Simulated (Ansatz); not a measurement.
# NdB3H12: which shell does photoemission see at 21.2 and 100 eV? (LDA)

The valence band of NdB3H12 mixes several shells. Work out by hand which one leads the spectrum's area at each photon energy.

Filled states come from the projected DOS of Ansatz 0.2.0 (LDA, plane waves); cross sections σ and asymmetry parameters β are those of free atoms in a Dirac–Hartree–Slater calculation. A shell's area is states × σ × angular factor, which is 1 − β·P₂(cos θ)/2 for unpolarised light, with θ = 45° from the beam and P₂ = 0.250.

**At 21.2 eV** (states counted from 11.2 eV below the zero; other shells add 2.9 to the products' sum of 64.5):

| shell | filled states a cell | cross section (Mb an electron) | β | angular factor | product | share by hand (%) | share in the simulated spectrum (%) |
| --- | --- | --- | --- | --- | --- | --- | --- |
| B 2p | 15.87 | 1.61 | 1.48 | 0.82 | 20.8 | 32 | 32 |
| H 1s | 21.27 | 1.88 | 2.00 | 0.75 | 30 | 47 | 47 |
| Nd 5p | 0.00 | 0 | 0.00 | 1.00 | 0 | 0 | 0 |
| Nd 5d | 3.54 | 2.69 | 0.72 | 0.91 | 8.66 | 13 | 13 |
| Nd 4f | 6.82 | 0.369 | 1.24 | 0.85 | 2.13 | 3 | 3 |

**At 100 eV** (states counted from 19.4 eV below the zero; other shells add 0.43 to the products' sum of 7.42):

| shell | filled states a cell | cross section (Mb an electron) | β | angular factor | product | share by hand (%) | share in the simulated spectrum (%) |
| --- | --- | --- | --- | --- | --- | --- | --- |
| B 2p | 16.07 | 0.0272 | 1.31 | 0.84 | 0.365 | 5 | 5 |
| H 1s | 21.57 | 0.0193 | 2.00 | 0.75 | 0.313 | 4 | 4 |
| Nd 5p | 11.43 | 0.0515 | -0.09 | 1.01 | 0.595 | 8 | 8 |
| Nd 5d | 3.54 | 0.0103 | 1.48 | 0.81 | 0.0298 | 0 | 0 |
| Nd 4f | 6.82 | 0.878 | 0.41 | 0.95 | 5.69 | 77 | 77 |

H 1s leads at 21.2 eV and Nd 4f at 100 eV. Between the two energies σ of H 1s changes by a factor 0.010 and that of Nd 4f by 2.4, so their ratio moves 231-fold in favour of the second. The simulated spectrum uses the same rule on the energy-resolved DOS, so the two share columns agree within a few points.

Only crystals where the two columns agree within 4 points and the lead is clear are worked in this form. Free-atom cross sections ignore the solid's final states, no escape depth or background enters, and the count of states a shell hangs on the projection.
